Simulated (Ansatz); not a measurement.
# KSrBr3 (built on the sites of a database entry of CsPbBr3): following an unstable mode

Wanted: the energy along a soft mode of KSrBr3 (built on the sites of a database entry of CsPbBr3) and the structure at the end.

Method: DFT PBEsol, scalar-relativistic, plane waves, PseudoDojo norm-conserving pseudopotentials, in Ansatz 0.2.0.

The structure was built from a prototype and need not be the compound's stable phase.

## Step 1: The starting structure

The structure is cubic, space group Pm-3m (No. 221). Conventional cell: a = 5.873 Å, b = 5.873 Å, c = 5.873 Å, α = 90.00°, β = 90.00°, γ = 90.00°. K has 12 Br at 4.15 Å nearest. Nearest to Sr lie 6 Br at 2.94 Å. Nearest to Br lie 2 Sr at 2.94 Å and 4 K at 4.15 Å. Farther neighbours and most contacts between anions are not listed.

Coordinates:

```cif
data_structure
_symmetry_space_group_name_H-M 'Pm-3m'
_symmetry_Int_Tables_number 221
_cell_length_a 5.8733
_cell_length_b 5.8733
_cell_length_c 5.8733
_cell_angle_alpha 90.000
_cell_angle_beta 90.000
_cell_angle_gamma 90.000
_cell_volume 202.61
loop_
_atom_site_label
_atom_site_type_symbol
_atom_site_symmetry_multiplicity
_atom_site_Wyckoff_symbol
_atom_site_fract_x
_atom_site_fract_y
_atom_site_fract_z
_atom_site_occupancy
K1 K 1 a 0.00000 0.00000 0.00000 1
Sr1 Sr 1 b 0.50000 0.50000 0.50000 1
Br1 Br 3 c 0.00000 0.50000 0.50000 1
```

## Step 2: Response at finite wavevector

The cell comes from relaxations at this level that are not shown. Stability and thermal properties need the whole zone. Linear response on a 2×2×2 q mesh gives force constants as far as a supercell of that size would, and the tensors from the zone-centre run are typed in so that the long-range dipole term is interpolated apart.

Contents of input.yaml:

```yaml
crystal:
  lattice:
    - [5.8733190708, 0.0, 0.0]
    - [0.0, 5.8733190708, 0.0]
    - [0.0, 0.0, 5.8733190708]
  atoms:
    - { symbol: K, position: [0.0, 0.0, 0.0] }
    - { symbol: Sr, position: [0.5, 0.5, 0.5] }
    - { symbol: Br, position: [0.0, 0.5, 0.5] }
    - { symbol: Br, position: [0.5, 0.0, 0.5] }
    - { symbol: Br, position: [0.5, 0.5, 0.0] }
kpoints:
  mp_grid: { grid: [4, 4, 4] }
hamiltonian:
  xc: pbesol
  pseudopotentials: { kind: nc, accuracy: standard }
scf:
  occupations: { method: fixed }
output:
  eigenvalues: true
phonons:
  method: dfpt
  qmesh: [2, 2, 2]
  temperatures: { t_max: 1000, t_step: 50 }
  qpath:
    path:
      - [[0.0, 0.0, 0.0], [0.0, 0.5, 0.0], [0.5, 0.5, 0.0], [0.0, 0.0, 0.0], [0.5, 0.5, 0.5], [0.0, 0.5, 0.0]]
      - [[0.5, 0.5, 0.5], [0.5, 0.5, 0.0]]
    npoints: 10
  non_analytic_term:
    high_frequency_dielectric_tensor: [[2.7386, 0.0, 0.0], [0.0, 2.7386, 0.0], [0.0, 0.0, 2.7386]]
    born_effective_charges:
      - { species: K, tensor: [[1.314, 0.0, 0.0], [0.0, 1.314, 0.0], [0.0, 0.0, 1.314]] }
      - { species: Sr, tensor: [[2.4104, 0.0, 0.0], [0.0, 2.4104, 0.0], [0.0, 0.0, 2.4104]] }
      - { species: Br, tensor: [[-2.0009, 0.0, 0.0], [0.0, -0.8617, 0.0], [0.0, 0.0, -0.8617]] }
      - { species: Br, tensor: [[-0.8617, 0.0, 0.0], [0.0, -2.0009, 0.0], [0.0, 0.0, -0.8617]] }
      - { species: Br, tensor: [[-0.8617, 0.0, 0.0], [0.0, -0.8617, 0.0], [0.0, 0.0, -2.0009]] }
    source: "zone-centre run at this cell"
```

Launch:

```
ansatz run input.yaml --threads 8 --pin off --max-ram 14336MiB --backend cpu --events-out ev --progress --plain --runs-dir out
```

Numbers of over 12 decimals in the logs are rounded to 6 here.

The program printed:

```text
Engine: ansatz 0.2.0, aarch64-unknown-linux-gnu
Pseudopotentials: kind: nc
Pseudopotential: K, nc, valence charge 9, recommended cutoff 1006.821291 eV (normal), K.nc.azcp (PseudoDojo's, or run here from an input of PseudoDojo's; its table is named by hamiltonian.pseudopotentials.accuracy)
Pseudopotential: Sr, nc, valence charge 10, recommended cutoff 925.187132 eV (normal), Sr.nc.azcp (PseudoDojo's, or run here from an input of PseudoDojo's; its table is named by hamiltonian.pseudopotentials.accuracy)
Pseudopotential: Br, nc, valence charge 7, recommended cutoff 625.861884 eV (normal), Br.nc.azcp (PseudoDojo's, or run here from an input of PseudoDojo's; its table is named by hamiltonian.pseudopotentials.accuracy)
Functional definition: PBEsol
  exchange = pbesol_x
  correlation = pbesol_c
Crystal: 5 atoms, lattice volume = 202.605 Å³
Basis set: ecut = 1006.821291 eV, 14771 PW (Γ), exchange–correlation on 128×128×128 points (8 copies of the dense FFT grid, shifted against one another)
Bands: 25, of which v1, the nominal top of the filled ones, is band 20 counted from 1 (19 counted from 0)
Symmetry: 48 space group operations
k-points: 10 of 64
Non-local potential: K, projectors of the file, l = 0: 2, l = 1: 2, l = 2: 2
Non-local potential: Sr, projectors of the file, l = 0: 2, l = 1: 2, l = 2: 2
Non-local potential: Br, projectors of the file, l = 0: 2, l = 1: 2, l = 2: 2
Initial density: superposition of atomic densities (chi_scale 0.1, normalization cell, long waves kept (reshape's long-wave potential 0.01 eV rms))
Initial wavefunctions: pseudopotential atomic-orbital guess
Functional: x = pbesol(κ = 0.804, μ = 0.123457), c = pbesol(β = 0.046)
SCF iter   1: F=—  HF=-3041.090512 eV  |F-HF|=—  |Δ(HF+E_count)|=         —  Δρ=3.26e-2  dr2=4.27e0  ethr=3.10e-3  ⟨swp⟩=8.8  Hψ=1418  notcnv=0  defer=26
preconditioner: auto → Resta (q_TF=auto, 2.082 Å⁻¹)  ε∞=4.5  [insulator: Δε(μ)=2.833 eV  Ē_g=5.879 eV  n_scr=26 (ndim 8)  ℏωp=11.1 eV  f_vac=0.004  ε∞_Penn≈4.5]
SCF iter   2: F=—  HF=-3039.622208 eV  |F-HF|=—  |Δ(HF+E_count)|=    1.47e0  Δρ=1.38e-2  dr2=9.67e-1  ethr=3.10e-3  ⟨swp⟩=5.1  Hψ=664  notcnv=0  defer=25
SCF iter   3: F=—  HF=-3039.227869 eV  |F-HF|=—  |Δ(HF+E_count)|=   3.94e-1  Δρ=4.15e-3  dr2=6.08e-2  ethr=2.42e-3  ⟨swp⟩=4.6  Hψ=564  notcnv=0  defer=26
SCF iter   4: F=—  HF=-3039.227981 eV  |F-HF|=—  |Δ(HF+E_count)|=   1.12e-4  Δρ=9.73e-4  dr2=3.09e-3  ethr=1.52e-4  ⟨swp⟩=4.2  Hψ=630  notcnv=0  defer=26
SCF iter   5: F=—  HF=-3039.229802 eV  |F-HF|=—  |Δ(HF+E_count)|=   1.82e-3  Δρ=2.91e-4  dr2=2.62e-4  ethr=7.73e-6  ⟨swp⟩=4.2  Hψ=484  notcnv=0  defer=26
SCF iter   6: F=—  HF=-3039.230406 eV  |F-HF|=—  |Δ(HF+E_count)|=   6.04e-4  Δρ=6.69e-5  dr2=2.30e-5  ethr=6.55e-7  ⟨swp⟩=3.2  Hψ=455  notcnv=0  defer=26
SCF iter   7: F=—  HF=-3039.230456 eV  |F-HF|=—  |Δ(HF+E_count)|=   4.91e-5  Δρ=2.06e-5  dr2=3.42e-6  ethr=5.75e-8  ⟨swp⟩=2.5  Hψ=430  notcnv=0  defer=24
SCF iter   8: F=—  HF=-3039.230655 eV  |F-HF|=—  |Δ(HF+E_count)|=   2.00e-4  Δρ=4.78e-6  dr2=4.92e-8  ethr=8.54e-9  ⟨swp⟩=2.1  Hψ=398  notcnv=0  defer=24
SCF iter   9: F=—  HF=-3039.230655 eV  |F-HF|=—  |Δ(HF+E_count)|=   6.81e-8  Δρ=8.40e-7  dr2=2.60e-9  ethr=1.23e-10  ⟨swp⟩=2.5  Hψ=434  notcnv=0  defer=24
SCF iter  10: F=—  HF=-3039.230655 eV  |F-HF|=—  |Δ(HF+E_count)|=   6.33e-9  Δρ=2.78e-7  dr2=2.04e-10  ethr=6.49e-12  ⟨swp⟩=2.4  Hψ=459  notcnv=0  defer=24
SCF iter  11: F=-3039.230655 eV  HF=-3039.230655 eV  |F-HF|=1.55e-11  |Δ(HF+E_count)|=  3.57e-10  Δρ=6.13e-8  dr2=8.07e-12  ethr=1.00e-12  ⟨swp⟩=25.3  Hψ=3086  notcnv=0
SCF 1 converged in 11 iterations: F = -3039.230655 eV  dr2 = 8.07e-12
NSCF: frozen V_eff on 10 k-points
NSCF: frozen V_eff on 27 k-points
DFPT response loops at q = (0, 0, 0) (fractional): preconditioner auto → none (the input reference at scf.mixing.eps_inf says where Resta's filter doesn't serve); β = 0.50; Broyden in place of MSR1
NSCF: frozen V_eff on 54 k-points
DFPT response loops at q = (0, 0, -0.5) (fractional): preconditioner auto → Resta (q_TF=auto, 2.082 Å⁻¹)  ε∞=4.0 (no band partly filled); β = 1.00, the filter's whole step (`scf.mixing.beta` (0.50) is not read by the response loops at its default; to damp them type it under 1.00, their step now; it binds the ground state too); Broyden in place of MSR1
NSCF: frozen V_eff on 54 k-points
DFPT response loops at q = (0, -0.5, -0.5) (fractional): mixed as the last ones told, above
NSCF: frozen V_eff on 54 k-points
DFPT response loops at q = (-0.5, -0.5, -0.5) (fractional): mixed as the last ones told, above
SCF converged after 11 iterations
Free energy (F): -3039.230655 eV
Harris-Foulkes:  -3039.230655 eV  (|F-HF|=1.55e-11)
Internal energy: -3039.230655 eV  (E = F + TS)
E sigma→0 (E₀):  -3039.230655 eV
Fermi energy:    1.121174 eV
--- Per-component energies (eV) ---
  E_band       = -336.361926
  E_kinetic    = 887.609912
  E_local      = -2361.169584  (includes V_loc(G=0)·N_el)
  E_nonlocal   = 437.712342
  E_hartree    = 664.007344
  E_xc         = -820.364312
  E_vxc        = -628.529295  (∫ρ·V_xc dr)
  E_ewald      = -1847.026357
  E_smearing   = -0.000000  (= −TS)
  E_closure    = -0.000000  (closes the sum)
  Σ components = -3039.230655   (vs F -3039.230655, Δ=0.00e0)
--- Band table (eV; the first three rows and the last of 10) ---
  k-point 0: bands = [... 16 lower, 0.6279, 0.8747, 0.8747, 0.8747, 4.8466, 6.2541, 6.2541, 6.2541, ... 1 higher]
  k-point 1: bands = [... 16 lower, 0.5059, 0.5683, 0.8178, 0.8178, 5.4208, 6.3425, 6.7862, 6.7862, ... 1 higher]
  k-point 2: bands = [... 16 lower, 0.3098, 0.5111, 0.7917, 0.7917, 6.4450, 6.5771, 6.5841, 7.5272, ... 1 higher]
  k-point 9: bands = [... 16 lower, -0.2892, 1.1212, 1.1212, 1.1212, 6.2177, 7.5090, 7.5090, 7.5090, ... 1 higher]
--- Phonons (Γ-DFPT): 4 representative perturbations + reference (Σ response iterations 10) ---
  ASR residual: 1.922e-4 → 0.000e0 eV/Å²; symmetrization residual: 1.505e-6 eV/Å²
  ASR residual per site (eV/Å²): 9.66e-5 1.92e-4 6.98e-5 6.98e-5 6.98e-5
  Γ frequencies (cm⁻¹): -55.50 -55.50 -55.50 -20.93 -20.93 -20.93 0.00 0.00 0.00 52.80 52.80 52.80 180.33 180.33 180.33
--- Phonons (arbitrary-q DFPT): 4 irreducible q on the 2×2×2 mesh ---
  q = [0.0000, 0.0000, 0.0000] (star 1, of the zone-centre solve; hermiticity 5.27e-7, symmetrization 1.96e-14): -55.50 -55.50 -55.50 -20.93 -20.93 -20.93 -0.00 0.00 0.00 52.80 52.80 52.80 180.33 180.33 180.33
  q = [0.0000, 0.0000, -0.5000] (star 3, 9 solved perturbations in 216 linear systems a pass and spin channel, the states on 27 of 64 k-point pairs; hermiticity 4.02e-7, symmetrization 1.39e-12, the responses' own estimated error 1.3e-4 eV/Å²): -50.75 -50.75 -20.57 -20.57 -14.16 30.44 30.44 40.99 45.20 45.20 48.27 148.67 163.07 180.26 180.26
  q = [0.0000, -0.5000, -0.5000] (star 3, 9 solved perturbations in 216 linear systems a pass and spin channel, the states on 27 of 64 k-point pairs; hermiticity 2.19e-7, symmetrization 2.85e-12, the responses' own estimated error 1.2e-4 eV/Å²): -51.72 -51.72 -42.08 -41.82 14.58 14.58 44.01 47.25 47.25 51.34 143.88 149.09 149.09 165.89 180.21
  q = [-0.5000, -0.5000, -0.5000] (star 1, 4 solved perturbations in 81 linear systems a pass and spin channel, the states on 27 of 64 k-point pairs; hermiticity 1.04e-7, symmetrization 4.31e-13, the responses' own estimated error 1.1e-4 eV/Å²): -54.27 -54.27 -54.27 -42.26 -42.26 -42.26 60.04 60.04 60.04 143.62 143.62 147.11 147.11 147.11 169.35
  sum rule: each row above includes the acoustic sum rule's correction from the zone centre's row sums; it moved no ω² by more than (0.82 cm⁻¹)²
  mesh force constants: q→R imaginary residual 3.65e-18; ASR residual 1.922e-4 → 0.000e0 eV/Å²; symmetrization residual 9.770e-15 eV/Å²
  interpolated dispersion: 63 rows × 15 modes
  density of states and harmonic sums: on the 12×12×12 q-mesh, interpolated from the force constants of a 2×2×2 supercell (with the dipole–dipole term of supplied tensors)
  largest difference from the sums on the solved wave vectors: F 6.51e-2 eV, S 7.20e-5 and C_V 1.37e-5 eV/K
  zero-point energy: 0.059451 eV/cell   skipped modes (ω ≤ 0): 449, of them read as no rigid motion or as one in doubt: 446 (5.329e0 modes/cell left out, lowest -55.50 cm⁻¹)   left out of the sums: 3.55e-1 of the cell's modes: C_V's classical limit lies that fraction below 3 k_B per atom; for a crystal, a wire or a layer, F and S can be off by more, and a phonons.interpolated_qmesh denser along its periods is the remedy for the sampling
```

The job ended after 4.4 min (8 threads of Arm Neoverse N1, shared host; peak memory 2.6 GiB; 34 min of CPU time).

The column dr2 measures how far the density is from self-consistency, as an energy; F and HF (Harris–Foulkes) agree once it is small.

This step gave:

```
gap on the k-mesh                                       : 3.725 eV
volume per atom                                         : 40.52 Å³
sum-rule residual before enforcement                    : 1.92e-4 eV/Å²
lowest frequency on the path                            : -55.50 cm⁻¹
point group                                             : m-3m
highest frequency on the path or at a solved wavevector : 208.9 cm⁻¹
highest optical mode at the zone centre (no LO-TO term) : 180.3 cm⁻¹
lowest optical zone-centre mode                         : -55.5 cm⁻¹
lowest mode on the q mesh (acoustic modes at Γ apart)   : -55.5 cm⁻¹
```

Frequencies (cm⁻¹) solved at each irreducible wavevector; negative means imaginary. Frequencies by wavevector, by row:

```
q in reciprocal lattice units  star  mode 1  mode 2  mode 3  mode 4  mode 13  mode 14  mode 15
                        0 0 0     1   -55.5   -55.5   -55.5   -20.9    180.3    180.3    180.3
                     0 0 -0.5     3   -50.8   -50.8   -20.6   -20.6    163.1    180.3    180.3
                  0 -0.5 -0.5     3   -51.7   -51.7   -42.1   -41.8    149.1    165.9    180.2
               -0.5 -0.5 -0.5     1   -54.3   -54.3   -54.3   -42.3    147.1    147.1    169.3
```

Interpolated from a 2×2×2 q mesh, with the LO-TO term (at Γ the limit along the path; where Γ stands inside the path, tables give the limit on arrival). The phonon branches at the labelled points (cm⁻¹):

```
    point  branch 1  branch 2  branch 3  branch 4  branch 12  branch 13  branch 14  branch 15
        Γ       -56       -56       -21       -21         59        180        180        209
  halfway       -53       -53       -19       -19         95        180        180        196
        X       -51       -51       -21       -21        149        163        180        180
  halfway       -52       -47       -38       -33        149        154        180        182
        M       -52       -52       -42       -42        149        149        166        180
  halfway       -52       -50       -30       -29         96        170        180        195
        Γ       -56       -56       -21       -21         59        180        180        209
  halfway       -52       -52       -32       -30         98        171        171        194
        R       -54       -54       -54       -42        147        147        147        169
  halfway       -52       -50       -44       -35        148        152        172        185
        X       -51       -51       -21       -21        149        163        180        180
jump to R       -54       -54       -54       -42        147        147        147        169
  halfway       -52       -52       -49       -42        148        148        159        180
        M       -52       -52       -42       -42        149        149        166        180
```

Symmetry leaves 4 wavevectors to solve. The lowest mode among them, the acoustic zeros apart, lies at Γ and is imaginary, 55.5i cm⁻¹, so the energy falls along it.

## Step 3: The mode frozen in, largest atomic shift 0 Å

The mode followed lies at Γ with frequency 55.5i cm⁻¹ and is 3-fold degenerate, the softest among the wavevectors solved. At small amplitude the distorted cell has space group no. 38 by a symmetry search on the positions. The undistorted cell that holds it gives the zero of energy on the same k mesh.

input.yaml, the sections that differ from step 2:

```yaml
scf:
  occupations: { method: gaussian, width: 0.02 }
output:
  forces: true
  stress: true
  eigenvalues: true
# crystal, kpoints, hamiltonian: as in step 2
# phonons: removed
```

The program printed:

```text
[...]
Crystal: 5 atoms, lattice volume = 202.605 Å³
Basis set: ecut = 1006.821291 eV, 14771 PW (Γ), exchange–correlation on 128×128×128 points (8 copies of the dense FFT grid, shifted against one another)
Bands: 25, of which v1, the nominal top of the filled ones, is band 20 counted from 1 (19 counted from 0)
Symmetry: 48 space group operations
[...]
k-points: 10 of 64
[...]
P = ⅓ Tr σ = 0.0057 GPa (0.057 kbar)
--- Band table (eV; the first three rows and the last of 10) ---
  k-point 0: bands = [... 16 lower, 0.6279, 0.8746, 0.8746, 0.8746, 4.8466, 6.2540, 6.2540, 6.2540]
  k-point 1: bands = [... 16 lower, 0.5058, 0.5682, 0.8177, 0.8177, 5.4208, 6.3425, 6.7862, 6.7862]
  k-point 2: bands = [... 16 lower, 0.3097, 0.5110, 0.7916, 0.7916, 6.4449, 6.5771, 6.5841, 7.5271]
  k-point 9: bands = [... 16 lower, -0.2893, 1.1211, 1.1211, 1.1211, 6.2177, 7.5091, 7.5091, 7.5091]
[key lines of the parts left out:]
SCF converged after 8 iterations
Free energy (F): -3039.230655 eV
Fermi energy:    2.983892 eV
```

Wall time 3.4 s (8 threads); peak memory 1.2 GiB.

This step gave:

* pressure: 0.005700 GPa
* gap on the k-mesh: 3.726 eV
* energy from the undistorted cell: 0 meV/atom

At this level the gap is 3.73 eV on the k-mesh of the self-consistent run, which can miss the band edges.

## Step 4: The mode frozen in, largest atomic shift 0.6 Å

The atoms are moved along the unstable eigenvector, the largest shift by 0.6 Å, with the cell fixed.

input.yaml, the sections that differ from step 3:

```yaml
crystal:
  lattice:
    - [5.8733190708, 0.0, 0.0]
    - [0.0, 5.8733190708, 0.0]
    - [0.0, 0.0, 5.8733190708]
  atoms:
    - { symbol: K, position: [0.0, -0.0722358284, -0.0722358284] }
    - { symbol: Sr, position: [0.5, 0.4976466696, 0.4976466696] }
    - { symbol: Br, position: [0.0, 0.5191309765, 0.5191309765] }
    - { symbol: Br, position: [0.5, -0.0003352297, 0.5191309765] }
    - { symbol: Br, position: [0.5, 0.5191309765, -0.0003352297] }
# kpoints, hamiltonian, scf, output: as in step 3
```

The program printed:

```text
[...]
Crystal: 5 atoms, lattice volume = 202.605 Å³
Basis set: ecut = 1006.821291 eV, 14771 PW (Γ), exchange–correlation on 128×128×128 points (8 copies of the dense FFT grid, shifted against one another)
Bands: 25, of which v1, the nominal top of the filled ones, is band 20 counted from 1 (19 counted from 0)
Symmetry: 4 space group operations
[...]
P = ⅓ Tr σ = 0.1766 GPa (1.766 kbar)
--- Band table (eV; the first three rows and the last of 21) ---
  k-point 0: bands = [... 16 lower, 0.5806, 0.8067, 0.8169, 0.8424, 4.9464, 6.2150, 6.2565, 6.3098]
  k-point 1: bands = [... 16 lower, 0.4540, 0.5393, 0.7545, 0.7574, 5.5091, 6.2983, 6.7721, 6.7841]
  k-point 2: bands = [... 16 lower, 0.2916, 0.4824, 0.7156, 0.7316, 6.3778, 6.5983, 6.6712, 7.4970]
  k-point 20: bands = [... 16 lower, -0.3062, 1.0015, 1.0630, 1.1055, 6.3375, 7.5716, 7.6043, 7.6296]
[key lines of the parts left out:]
SCF converged after 9 iterations
Free energy (F): -3039.309464 eV
Fermi energy:    3.026512 eV
```

Run time: 8 s. Hardware: 8 threads; peak memory 1.2 GiB.

Numbers from this step:

- pressure: 0.1766 GPa
- gap on the k-mesh: 3.840 eV
- energy from the undistorted cell: -15.76 meV/atom

The energy, extrapolated to zero smearing, is -15.76 meV/atom against the undistorted cell.

The run ends at a pressure of 0.18 GPa, with forces up to 0.13 eV/Å.

## Step 5: Energy along the mode, all amplitudes (two of the runs are shown above)

An imaginary frequency means negative curvature, so the energy should fall and then rise again as anharmonic terms take over.

Numbers from this step:

* depth at the lowest point sampled: 15.76 meV/atom
* largest atomic shift at that point: 0.6 Å

Table of energy from the parent by largest atomic shift:

```
largest atomic shift (Å)  energy from the parent (meV/atom)
                   0.000                                  0
                   0.040                             -0.091
                   0.080                             -0.364
                   0.140                              -1.11
                   0.220                              -2.69
                   0.320                              -5.51
                   0.450                              -10.2
                   0.600                              -15.8
```

Displacement at unit largest shift by atom:

```
atom  x (Å)   y (Å)   z (Å)   size
  K1  0.000  -0.707  -0.707  1.000
 Sr2  0.000  -0.023  -0.023  0.033
 Br3  0.000   0.187   0.187  0.264
 Br4  0.000  -0.003   0.187  0.187
 Br5  0.000   0.187  -0.003  0.187
```

The lowest of the steps tried is the last one, at 0.6 Å, 15.8 meV/atom below the parent; the bottom of the well need not coincide with a step.

(Part 1 of 3 ends here.)

[Logs are printed without paths, hosts, clocks, repeated set-up lines and the standing remarks that a program may print on its own settings, such as how far it seeks lower states.]

[Hosts, paths, dates, database ids (printed as entryN), source tags and the programs' standing remarks are cut or masked in the printed files.]
